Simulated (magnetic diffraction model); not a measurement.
**PrMn6 below its ordering temperature**

Space group P2_1/c (no. 14), a = 5.1210 Å, b = 10.1660 Å, c = 8.0740 Å, β = 90.74°.

| site | atom | x | y | z |
| --- | --- | --- | --- | --- |
| 4e | Pr | 0.2626 | 0.0583 | 0.7461 |
| 4e | Mn | 0.0171 | 0.3077 | 0.9468 |
| 4e | Mn | 0.4814 | 0.3021 | 0.9323 |
| 4e | Mn | 0.2723 | 0.7536 | 0.3086 |
| 4e | Mn | 0.2549 | 0.9780 | 0.3951 |
| 4e | Mn | 0.2435 | 0.3616 | 0.6514 |
| 4e | Mn | 0.2165 | 0.9115 | 0.0387 |

The compound is invented for this exercise: a known structure type with other elements, its cell scaled to their sizes and not relaxed.

Only Pr is taken to order (form factors of Pr3+); orders and moment sizes are assumed, and not adapted to the symmetry. Radiation: neutrons of λ = 1.594 Å, 5° to 30°; isotropic B of 0.23 Å² (Pr) and 0.29 Å² (Mn). Simulated constant-wavelength pattern: nuclear and magnetic terms add, the magnetic one as |2.695 fm × Σ f S⊥ exp(2πi Q·r) exp(−B s²)|², summed over all Q at one angle with the factor 1/(sin²θ cos θ). For collinear order S is the moment m, which repeats by lattice and centring translations R with the sign exp(−2πi k·R). Free-ion form factors, Sears's scattering lengths of 1992, no absorption; a label names one of the reflections at its angle. The strongest nuclear line in the range is 100, and lines under 0.2 are left out.

Above the ordering temperature:

```tsv
2θ (°)	index	I
14.48	(0 1 1)	1.3
17.91	(1 0 0)	0.4
18.04	(0 2 0)	54.5
20.07	(1 1 0)	22.1
21.36	(0 2 1)	44.4
22.77	(0 0 2)	52.7
22.99	(1 1 -1)	100.0
23.22	(1 1 1)	75.1
25.53	(1 2 0)	1.1
28.10	(1 2 1)	0.6
29.21	(0 2 2)	13.1
29.31	(1 0 2)	2.4
29.56	(0 3 1)	0.8
```

Below it (cell unchanged):

```tsv
2θ (°)	I
14.48	1.3
17.91	0.5
18.04	58.4
20.07	26.8
21.36	53.5
22.77	73.5
22.99	126.5
23.22	101.4
25.53	1.2
28.10	0.7
28.93	0.3
29.21	22.4
29.31	2.4
29.56	0.8
```

**Question.** Find the propagation vector, then choose among these models:
A. collinear moments along [111], 2.5 μB on Pr; signs + at (0.2626, 0.0583, 0.7461), + at (0.7374, 0.5583, 0.7539), + at (0.7374, 0.9417, 0.2539), + at (0.2626, 0.4417, 0.2461)
B. collinear moments along [111], 2.5 μB on Pr; signs + at (0.2626, 0.0583, 0.7461), + at (0.7374, 0.5583, 0.7539), − at (0.7374, 0.9417, 0.2539), − at (0.2626, 0.4417, 0.2461)
C. collinear moments along [110], 2.5 μB on Pr; signs + at (0.2626, 0.0583, 0.7461), + at (0.7374, 0.5583, 0.7539), + at (0.7374, 0.9417, 0.2539), + at (0.2626, 0.4417, 0.2461)
D. collinear moments along [110], 2.5 μB on Pr; signs + at (0.2626, 0.0583, 0.7461), + at (0.7374, 0.5583, 0.7539), − at (0.7374, 0.9417, 0.2539), − at (0.2626, 0.4417, 0.2461)

No line moves, and magnetic intensity falls on nuclear lines such as the one at 22.99°, so the magnetic cell equals the chemical primitive cell: k = 0.

Magnetic intensity, observed (below minus above) and for each model:

| 2θ (°) | index | observed | A | B | C | D |
| --- | --- | --- | --- | --- | --- | --- |
| 11.33 | (0 0 1) | <0.2 | <0.2 | 58.9 | <0.2 | 88.7 |
| 18.04 | (0 2 0) | 3.8 | 8.8 | 7.1 | 3.8 | 3.1 |
| 20.07 | (1 1 0) | 4.7 | 5.5 | 37.0 | 4.7 | 32.0 |
| 21.36 | (0 2 1) | 9.2 | 11.2 | 13.8 | 9.2 | 11.3 |
| 22.77 | (0 0 2) | 20.8 | 13.8 | <0.2 | 20.8 | <0.2 |
| 22.99 | (1 1 -1) | 26.5 | 32.3 | 4.8 | 26.5 | 3.9 |
| 23.22 | (1 1 1) | 26.4 | 20.7 | 3.0 | 26.4 | 3.9 |
| 29.21 | (0 2 2) | 9.3 | 7.9 | 6.4 | 9.3 | 7.5 |

Model C matches.

The absence at (0 0 1) is telling: the sublattices cancel there.

The structure used: k = (0 0 0), collinear moments along [110], 2.5 μB on Pr; signs + at (0.2626, 0.0583, 0.7461), + at (0.7374, 0.5583, 0.7539), + at (0.7374, 0.9417, 0.2539), + at (0.2626, 0.4417, 0.2461).

[Logs are printed without paths, hosts, clocks, repeated set-up lines and the standing remarks that a program may print on its own settings, such as how far it seeks lower states.]
